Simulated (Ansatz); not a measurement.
# CsNbS3 (model cell, started as cubic perovskite with Nb in the octahedra): following an unstable mode

Aim: this structure of CsNbS3 (model cell, started as cubic perovskite with Nb in the octahedra) is to be tested for unstable modes, and one is followed downhill.

Method: DFT PBEsol, scalar-relativistic, plane waves, PAW; PAW set soft_1, in Ansatz 0.2.0.

The structure was built from a prototype and need not be the compound's stable phase.

**1. The starting structure**

It takes space group Pm-3m (No. 221, cubic). The conventional cell has a = 4.872 Å, b = 4.872 Å, c = 4.872 Å, α = 90.00°, β = 90.00°, γ = 90.00°. Cs has 12 S at 3.45 Å nearest. Nearest to Nb lie 6 S at 2.44 Å. Nearest to S lie 2 Nb at 2.44 Å and 4 Cs at 3.45 Å. Farther neighbours and most contacts between anions are not listed.

**2. The dispersion**

The cell comes from relaxations at this level that are not shown. Stability and thermal properties need the whole zone. Linear response on a 2×2×2 q mesh gives force constants as far as a supercell of that size would.

Contents of input.yaml:

```yaml
crystal:
  lattice:
    - [4.8720385137, 0.0, 0.0]
    - [0.0, 4.8720385137, 0.0]
    - [0.0, 0.0, 4.8720385137]
  atoms:
    - { symbol: Cs, position: [0.0, 0.0, 0.0] }
    - { symbol: Nb, position: [0.5, 0.5, 0.5] }
    - { symbol: S, position: [0.5, 0.5, 0.0] }
    - { symbol: S, position: [0.5, 0.0, 0.5] }
    - { symbol: S, position: [0.0, 0.5, 0.5] }
kpoints:
  mp_grid: { grid: [8, 8, 8] }
hamiltonian:
  xc: pbesol
  pseudopotentials: { kind: paw, azcp: { folder: soft_1 }, xc_functional: pbe }
scf:
  occupations: { method: methfessel_paxton, width: 0.2 }
output:
  eigenvalues: true
phonons:
  method: dfpt
  qmesh: [2, 2, 2]
  temperatures: { t_max: 1000, t_step: 50 }
  qpath:
    path:
      - [[0.0, 0.0, 0.0], [0.0, 0.5, 0.0], [0.5, 0.5, 0.0], [0.0, 0.0, 0.0], [0.5, 0.5, 0.5], [0.0, 0.5, 0.0]]
      - [[0.5, 0.5, 0.5], [0.5, 0.5, 0.0]]
    npoints: 10
```

Run with:

```console
ansatz run input.yaml --threads 4 --pin off --max-ram 16384MiB --backend cpu --events-out ev --progress --plain --runs-dir out
```

Numbers of over 12 decimals in the logs are rounded to 6 here.

What it wrote:

```text
Engine: ansatz 0.2.0, aarch64-unknown-linux-gnu
Pseudopotentials: kind: paw
Pseudopotential: Cs, paw, valence charge 9, recommended cutoff 420 eV (normal), soft_1/Cs.paw.azcp
Pseudopotential: Nb, paw, valence charge 13, recommended cutoff 420 eV (normal), soft_1/Nb.paw.azcp
Pseudopotential: S, paw, valence charge 6, recommended cutoff 420 eV (normal), soft_1/S.paw.azcp
Functional definition: PBEsol
  exchange = pbesol_x
  correlation = pbesol_c
Crystal: 5 atoms, lattice volume = 115.646 Å³
Basis set: ecut = 420 eV, 2301 PW (Γ), exchange–correlation on 72×72×72 points (8 copies of the dense FFT grid, shifted against one another)
Bands: 25, of which v1, the nominal top of the filled ones, is band 20 counted from 1 (19 counted from 0)
Symmetry: 48 space group operations
k-points: 35 of 512
Non-local potential: Cs, projectors of the file, l = 0: 3, l = 1: 2, l = 2: 2, l = 3: 2
Non-local potential: Nb, projectors of the file, l = 0: 3, l = 1: 2, l = 2: 2, l = 3: 1
Non-local potential: S, projectors of the file, l = 0: 2, l = 1: 2, l = 2: 1
PAW form: soft (Blöchl's): semilocal exchange-correlation on the pseudo side does not see the compensation charge
PAW frozen core: Cs, regenerated for the run's functional, and the local potential with it (the file was generated under x = pbe(κ = 0.804, μ = 0.219515), c = pbe(β = 0.066725))
PAW frozen core: Nb, regenerated for the run's functional, and the local potential with it (the file was generated under x = pbe(κ = 0.804, μ = 0.219515), c = pbe(β = 0.066725))
PAW frozen core: S, regenerated for the run's functional, and the local potential with it (the file was generated under x = pbe(κ = 0.804, μ = 0.219515), c = pbe(β = 0.066725))
PAW one-centre angular grid: Cs, 194 points (default); XC on 64 Gauss nodes
PAW one-centre angular grid: Nb, 590 points (default); XC on 64 Gauss nodes
PAW one-centre angular grid: S, 110 points (default); XC on 64 Gauss nodes
Initial density: superposition of atomic densities (chi_scale 0.1, normalization cell, long waves kept (reshape's long-wave potential 0.00 eV rms))
Initial wavefunctions: pseudopotential atomic-orbital guess
Functional: x = pbesol(κ = 0.804, μ = 0.123457), c = pbesol(β = 0.046)
SCF iter   1: F=—  HF=-12743.059754 eV  |F-HF|=—  |Δ(HF+E_count)|=         —  Δρ=5.65e-2  dr2=8.32e0  ethr=3.10e-3  ⟨swp⟩=6.6  Hψ=4589  notcnv=0
preconditioner: auto → Resta (q_TF=auto, 2.286 Å⁻¹)  ε∞=5.4  [insulator: Δε(μ)=0.469 eV  Ē_g=8.971 eV  σ=0.200 eV  W_gap=1.03  n_scr=26 (ndim 8)  ℏωp=18.9 eV  f_vac=0.001  D(μ)=-0.01/eV (n_scr^D=0)  ε∞_Penn≈5.4]
SCF iter   2: F=—  HF=-12741.404103 eV  |F-HF|=—  |Δ(HF+E_count)|=    1.66e0  S|Δr|=    0.00e0  Δρ=2.50e-2  dr2=1.02e0  ethr=3.10e-3  ⟨swp⟩=8.9  Hψ=8278  notcnv=0  defer=1
automatic band count: the SCF goes on with 30 bands, as 25 were too few: they end inside the smearing window of the response
preconditioner: auto → Kerker (q_TF=auto, 2.286 Å⁻¹)  [metal: Δε(μ)=0.005 eV  Ē_g=9.908 eV  σ=0.200 eV  W_gap=0.02  n_scr=26 (ndim 8)  ℏωp=18.9 eV  f_vac=0.001  D(μ)=4.02/eV (n_scr^D=26)]
SCF iter   3: F=—  HF=-12741.259071 eV  |F-HF|=—  |Δ(HF+E_count)|=   1.45e-1  S|Δr|=    0.00e0  Δρ=1.28e-2  dr2=2.90e-1  ethr=2.55e-3  ⟨swp⟩=2.0  Hψ=1480  notcnv=0  defer=14
SCF iter   4: F=—  HF=-12741.176832 eV  |F-HF|=—  |Δ(HF+E_count)|=   8.22e-2  S|Δr|=    0.00e0  Δρ=7.83e-3  dr2=1.56e-1  ethr=7.25e-4  ⟨swp⟩=2.0  Hψ=1480  notcnv=0  defer=14
SCF iter   5: F=—  HF=-12741.157256 eV  |F-HF|=—  |Δ(HF+E_count)|=   1.96e-2  S|Δr|=    0.00e0  Δρ=4.02e-3  dr2=5.02e-2  ethr=3.89e-4  ⟨swp⟩=2.3  Hψ=1675  notcnv=0  defer=137
SCF iter   6: F=—  HF=-12741.152553 eV  |F-HF|=—  |Δ(HF+E_count)|=   4.70e-3  S|Δr|=    0.00e0  Δρ=2.74e-3  dr2=2.23e-2  ethr=1.25e-4  ⟨swp⟩=1.0  Hψ=929  notcnv=0  defer=138
SCF iter   7: F=—  HF=-12741.149604 eV  |F-HF|=—  |Δ(HF+E_count)|=   2.95e-3  S|Δr|=    0.00e0  Δρ=1.07e-3  dr2=3.33e-3  ethr=5.57e-5  ⟨swp⟩=1.1  Hψ=913  notcnv=0  defer=138
SCF iter   8: F=—  HF=-12741.149158 eV  |F-HF|=—  |Δ(HF+E_count)|=   4.47e-4  S|Δr|=    0.00e0  Δρ=1.04e-4  dr2=3.14e-5  ethr=8.33e-6  ⟨swp⟩=1.6  Hψ=932  notcnv=0  defer=138
SCF iter   9: F=—  HF=-12741.149166 eV  |F-HF|=—  |Δ(HF+E_count)|=   8.40e-6  S|Δr|=    0.00e0  Δρ=1.68e-5  dr2=4.73e-7  ethr=7.85e-8  ⟨swp⟩=2.7  Hψ=1441  notcnv=0  defer=138
SCF iter  10: F=—  HF=-12741.149165 eV  |F-HF|=—  |Δ(HF+E_count)|=   9.70e-7  S|Δr|=    0.00e0  Δρ=8.56e-6  dr2=2.27e-7  ethr=1.18e-9  ⟨swp⟩=2.4  Hψ=1613  notcnv=0  defer=138
[...]
SCF 1 converged in 14 iterations: F = -12741.149165 eV  dr2 = 1.57e-12
  greatest PAW one-centre occupation: 0.998 electrons in one spin orbital (limit 2), on the Nb atom at site 1 (counted from 0), in its partial waves of l = 0
Initial density: read from a saved state, or passed on in memory by an earlier SCF of this step, an earlier step, the calling program or the single point that the run made first
[...]
SCF iter   1: F=—  HF=-12741.149165 eV  |F-HF|=—  |Δ(HF+E_count)|=         —  Δρ=2.40e-6  dr2=3.79e-9  ethr=1.28e-6  ⟨swp⟩=3.3  Hψ=6937  notcnv=0
eigensolver tolerance schedule: the retry pair's looser diagonalisation over-reported the residual by 134870.47 of it (diagonalisation noise at an unbounded share of the residual, at the tolerance the schedule requests for it); recorded, not acted on — ethr = c·dr2/N_el stays at c = 1.0e-1
preconditioner: auto → Kerker (q_TF=auto, 2.286 Å⁻¹)  [metal: Δε(μ)=0.092 eV  Ē_g=7.780 eV  σ=0.200 eV  W_gap=0.38  n_scr=26 (ndim 8)  ℏωp=18.9 eV  f_vac=0.001  D(μ)=2.19/eV (n_scr^D=18)]
SCF iter   2: F=—  HF=-12741.149165 eV  |F-HF|=—  |Δ(HF+E_count)|=   4.60e-7  S|Δr|=    0.00e0  Δρ=1.12e-6  dr2=7.10e-10  ethr=9.48e-12  ⟨swp⟩=4.2  Hψ=2586  notcnv=0
SCF iter   3: F=—  HF=-12741.149165 eV  |F-HF|=—  |Δ(HF+E_count)|=  7.28e-11  S|Δr|=    0.00e0  Δρ=7.59e-7  dr2=3.35e-10  ethr=1.77e-12  ⟨swp⟩=1.0  Hψ=875  notcnv=0
SCF iter   4: F=—  HF=-12741.149165 eV  |F-HF|=—  |Δ(HF+E_count)|=  5.28e-11  S|Δr|=    0.00e0  Δρ=3.65e-7  dr2=8.76e-11  ethr=1.00e-12  ⟨swp⟩=1.0  Hψ=888  notcnv=0
SCF iter   5: F=—  HF=-12741.149165 eV  |F-HF|=—  |Δ(HF+E_count)|=  5.46e-12  S|Δr|=    0.00e0  Δρ=2.98e-7  dr2=5.91e-11  ethr=1.00e-12  ⟨swp⟩=1.0  Hψ=875  notcnv=0
SCF iter   6: F=—  HF=-12741.149165 eV  |F-HF|=—  |Δ(HF+E_count)|=    0.00e0  S|Δr|=    0.00e0  Δρ=2.59e-7  dr2=4.44e-11  ethr=1.00e-12  ⟨swp⟩=1.0  Hψ=875  notcnv=0
SCF iter   7: F=—  HF=-12741.149165 eV  |F-HF|=—  |Δ(HF+E_count)|=  3.64e-12  S|Δr|=    0.00e0  Δρ=1.88e-7  dr2=2.39e-11  ethr=1.00e-12  ⟨swp⟩=1.0  Hψ=875  notcnv=0
SCF iter   8: F=—  HF=-12741.149165 eV  |F-HF|=—  |Δ(HF+E_count)|=  1.82e-12  S|Δr|=    0.00e0  Δρ=2.22e-7  dr2=3.32e-11  ethr=1.00e-12  ⟨swp⟩=1.0  Hψ=875  notcnv=0
SCF iter   9: F=—  HF=-12741.149165 eV  |F-HF|=—  |Δ(HF+E_count)|=  1.82e-12  S|Δr|=    0.00e0  Δρ=2.07e-7  dr2=2.86e-11  ethr=1.00e-12  ⟨swp⟩=1.0  Hψ=875  notcnv=0
SCF iter  10: F=-12741.149165 eV  HF=-12741.149165 eV  |F-HF|=3.64e-12  |Δ(HF+E_count)|=  5.46e-12  S|Δr|=    0.00e0  Δρ=1.04e-8  dr2=1.46e-13  ethr=1.00e-12  ⟨swp⟩=2.4  Hψ=2383  notcnv=0
SCF 2 converged in 10 iterations: F = -12741.149165 eV  dr2 = 1.46e-13
phonons: the bands overlap, so this run is a metal and interpolates without the dipole-dipole term. If the crystal is really an insulator or semiconductor, its LO-TO splitting is missing
NSCF: frozen V_eff on 35 k-points
WARN: eigensolver did not converge in 3 slots of this pass, the one above among them; of largest residual over every band (k=12): 1 band(s) unlocked (lowest unlocked band 29, counted from 0; max residual 1.72e-4 eV among the unlocked bands, 1.72e-4 eV over every band); of lowest unlocked band (k=11): band 29
NSCF: frozen V_eff on 125 k-points
DFPT response loops at q = (0, 0, 0) (fractional): preconditioner auto → Kerker (q_TF=auto, 2.286 Å⁻¹) (partly filled bands, converged f_vac=0.001); β = 1.00, the filter's whole step (`scf.mixing.beta` (0.50) is not read by the response loops under this deck's `scf.mixing.preconditioner`; to damp them name `kerker` or `kerker_dos`, under which they read `scf.mixing.beta`, and type it under 1.00, their step now; both keys bind the ground state too); Broyden in place of MSR1
NSCF: frozen V_eff on 250 k-points
DFPT response loops at q = (0, 0, -0.5) (fractional): mixed as the last ones told, above
NSCF: frozen V_eff on 250 k-points
DFPT response loops at q = (0, -0.5, -0.5) (fractional): mixed as the last ones told, above
NSCF: frozen V_eff on 250 k-points
DFPT response loops at q = (-0.5, -0.5, -0.5) (fractional): mixed as the last ones told, above
SCF converged after 14 iterations
Stability not checked: this state was not tested for a lower state beside it, because cold or Methfessel-Paxton smearing, or corrected tetrahedra, fill the levels in a way that the test cannot read (fill_not_monotonic; see scf.lower_state_search)
Free energy (F): -12741.149165 eV
Harris-Foulkes:  -12741.149165 eV  (|F-HF|=0.00e0)
Internal energy: -12741.148876 eV  (E = F + TS)
E sigma→0 (E₀):  -12741.149093 eV
Entropy (-TS):   -0.000289 eV (-0.058 meV/atom)
Fermi energy:    7.901287 eV
Step filling:    the computed levels leave a gap of 0.0919 eV = 0.5 smearing widths at the electron count; against every level under it full and every level over it empty, smearing changes F+E_penalty+E_count by +3.270 meV and its σ→0 estimate by +3.342 meV
--- Per-component energies (eV) ---
  E_band       = -187.656120
  E_kinetic    = 834.133666
  E_local      = -1699.134707  (includes V_loc(G=0)·N_el)
  E_nonlocal   = 221.419848
  E_hartree    = 598.598470
  E_xc         = -607.853326
  E_vxc        = -586.804822  (∫ρ·V_xc dr)
  E_paw        = -9779.256268  (= ΣΔE_a)
  E_vpaw       = -154.467118  (= ΣTr[D̂ρ^β])
  E_aug_tail   = 0.000035  (compensation charges beyond the density's cutoff)
  E_ewald      = -2309.575314
  E_core_change = 0.518722  (= ΣΔE_core)
  E_smearing   = -0.000289  (= −TS)
  E_closure    = -0.000000  (closes the sum)
  Σ components = -12741.149165   (vs F -12741.149165, Δ=0.00e0)
--- Band table (eV; the first three rows and the last of 35) ---
  k-point 0: bands = [... 16 lower, 6.6767, 7.2164, 7.2164, 7.2164, 7.6543, 7.6543, 7.6543, 9.3113, ... 6 higher]
  k-point 1: bands = [... 16 lower, 6.5710, 7.1198, 7.2270, 7.2997, 7.2997, 8.0762, 8.0762, 9.3262, ... 6 higher]
  k-point 2: bands = [... 16 lower, 6.3414, 6.4022, 7.2188, 7.2188, 7.2531, 8.8813, 8.8813, 9.3530, ... 6 higher]
  k-point 34: bands = [... 16 lower, 4.6878, 8.0175, 8.0175, 8.0175, 10.4746, 10.4746, 10.4746, 13.2119, ... 6 higher]
--- Phonons (Γ-DFPT): 4 representative perturbations + reference (Σ response iterations 13) ---
  ASR residual: 2.571e-5 → 0.000e0 eV/Å²; symmetrization residual: 4.512e-6 eV/Å²
  ASR residual per site (eV/Å²): 2.57e-5 2.33e-5 8.76e-6 8.76e-6 8.76e-6
  Γ frequencies (cm⁻¹): 0.00 0.00 0.00 60.52 60.52 60.52 114.61 114.61 114.61 158.94 158.94 158.94 288.43 288.43 288.43
--- Phonons (arbitrary-q DFPT): 4 irreducible q on the 2×2×2 mesh ---
  q = [0.0000, 0.0000, 0.0000] (star 1, of the zone-centre solve; hermiticity 1.27e-6, symmetrization 8.02e-13): 0.00 0.00 0.00 60.52 60.52 60.52 114.61 114.61 114.61 158.94 158.94 158.94 288.43 288.43 288.43
  q = [0.0000, 0.0000, -0.5000] (star 3, 9 solved perturbations in 975 linear systems a pass and spin channel, the states on 125 of 512 k-point pairs; hermiticity 5.54e-7, symmetrization 1.21e-13): 25.38 25.38 72.74 72.74 80.13 124.95 124.95 159.33 176.74 178.02 178.02 233.36 277.57 277.57 380.51
  q = [0.0000, -0.5000, -0.5000] (star 3, 9 solved perturbations in 975 linear systems a pass and spin channel, the states on 125 of 512 k-point pairs; hermiticity 9.36e-7, symmetrization 3.84e-14): -37.10 70.96 70.96 77.79 84.22 105.44 169.11 169.11 172.70 172.70 221.73 223.37 223.37 262.02 417.41
  q = [-0.5000, -0.5000, -0.5000] (star 1, 4 solved perturbations in 350 linear systems a pass and spin channel, the states on 125 of 512 k-point pairs; hermiticity 2.14e-7, symmetrization 8.64e-13): -204.84 -204.84 74.52 74.52 74.52 98.05 98.05 98.05 212.36 212.36 212.36 219.52 219.52 219.52 444.65
  sum rule: each row above includes the acoustic sum rule's correction from the zone centre's row sums; it moved no ω² by more than (0.27 cm⁻¹)²
  mesh force constants: q→R imaginary residual 5.72e-18; ASR residual 2.571e-5 → 0.000e0 eV/Å²; symmetrization residual 4.441e-15 eV/Å²
  interpolated dispersion: 62 rows × 15 modes
  density of states and harmonic sums: on the 14×14×14 q-mesh, interpolated from the force constants of a 2×2×2 supercell (no non-analytic term)
  largest difference from the sums on the solved wave vectors: F 9.49e-2 eV, S 1.56e-4 and C_V 6.28e-5 eV/K
  zero-point energy: 0.147919 eV/cell   skipped modes (ω ≤ 0): 50, of them read as no rigid motion or as one in doubt: 47 (2.846e-1 modes/cell left out, lowest -204.84 cm⁻¹)   left out of the sums: 1.90e-2 of the cell's modes: C_V's classical limit lies that fraction below 3 k_B per atom; for a crystal, a wire or a layer, F and S can be off by more, and a phonons.interpolated_qmesh denser along its periods is the remedy for the sampling
```

It took 3.1 min on 4 threads of Arm Neoverse V2, shared host; peak memory 1.3 GiB; 12 min of CPU time.

This step gave:

```
volume per atom                                         : 23.13 Å³
gap on the k-mesh                                       : 0 eV
sum-rule residual before enforcement                    : 2.57e-5 eV/Å²
lowest frequency on the path                            : -204.8 cm⁻¹
point group                                             : m-3m
highest frequency on the path or at a solved wavevector : 444.6 cm⁻¹
highest optical mode at the zone centre (no LO-TO term) : 288.4 cm⁻¹
lowest optical zone-centre mode                         : 60.52 cm⁻¹
lowest mode on the q mesh (acoustic modes at Γ apart)   : -204.8 cm⁻¹
```

Frequencies (cm⁻¹) solved at each irreducible wavevector; negative means imaginary. Frequencies by wavevector, by row:

```csv
q in reciprocal lattice units,star,mode 1,mode 2,mode 3,mode 4,mode 13,mode 14,mode 15
0 0 0,1,0,0,0,60.5,288.4,288.4,288.4
0 0 -0.5,3,25.4,25.4,72.7,72.7,277.6,277.6,380.5
0 -0.5 -0.5,3,-37.1,71,71,77.8,223.4,262,417.4
-0.5 -0.5 -0.5,1,-204.8,-204.8,74.5,74.5,219.5,219.5,444.6
```

Interpolated from a 2×2×2 q mesh. Phonon branches along the path, in cm⁻¹:

```csv
point,branch 1,branch 2,branch 3,branch 4,branch 12,branch 13,branch 14,branch 15
Γ,0,0,0,60,159,288,288,288
halfway,31,31,64,64,178,284,284,332
X,25,25,73,73,233,278,278,380
halfway,-19,69,70,75,216,231,271,401
M,-37,71,71,78,223,223,262,417
halfway,21,49,70,77,199,249,278,369
Γ,0,0,0,60,159,288,288,288
halfway,58,58,77,109,199,226,226,402
R,-205,-205,74,74,220,220,220,445
halfway,67,72,74,92,204,210,229,425
X,25,25,73,73,233,278,278,380
jump to R,-205,-205,74,74,220,220,220,445
halfway,-132,73,73,76,221,222,222,438
M,-37,71,71,78,223,223,262,417
```

Symmetry leaves 4 wavevectors to solve. The lowest mode among them, the acoustic zeros apart, lies at q = (-0.5, -0.5, -0.5) and is imaginary, 204.8i cm⁻¹, so the energy falls along it.

(Part 1 of 2 ends here.)

[Logs are printed without paths, hosts, clocks, repeated set-up lines and the standing remarks that a program may print on its own settings, such as how far it seeks lower states.]

[Hosts, paths, dates, database ids (printed as entryN), source tags and the programs' standing remarks are cut or masked in the printed files.]
